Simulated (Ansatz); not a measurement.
**Whose spectrum is this?**

Method: Ansatz, PBE, independent particles, without spin-orbit coupling, line width 0.15 eV (Gaussian); metals get a typed carrier damping. The response is along the first axis of the cell.

```tsv
E (eV)	Im ε
0.00	0.00
0.50	0.00
1.00	0.00
1.50	0.00
2.00	0.00
2.50	0.00
3.00	0.00
3.50	0.14
4.00	0.78
4.50	1.46
5.00	3.24
5.50	3.23
6.00	8.06
6.50	5.72
7.00	5.35
7.50	4.25
8.00	4.56
8.50	4.14
9.00	4.23
9.50	3.36
10.00	2.83
```

Problem. To which candidate does it belong?
A. MgH2S2 (P-3m1)
B. CuRhS2 (R-3m)
C. LiHClF (R3m)

Solution. A. MgH2S2 (P-3m1): least direct gap 3.53 eV, ε∞ = 3.97 along the first axis, strongest peak along the first axis at 5.89 eV. The others: CuRhS2 (R-3m), least direct gap 1.04 eV, ε∞ = 14.61 along the first axis, strongest peak along the first axis at 2.36 eV; LiHClF (R3m), least direct gap 5.24 eV, ε∞ = 2.30 along the first axis, strongest peak along the first axis at 10.80 eV.

Cells made by substitution are models, which may or may not match a known phase.

[Logs are printed without paths, hosts, clocks, repeated set-up lines and the standing remarks that a program may print on its own settings, such as how far it seeks lower states.]
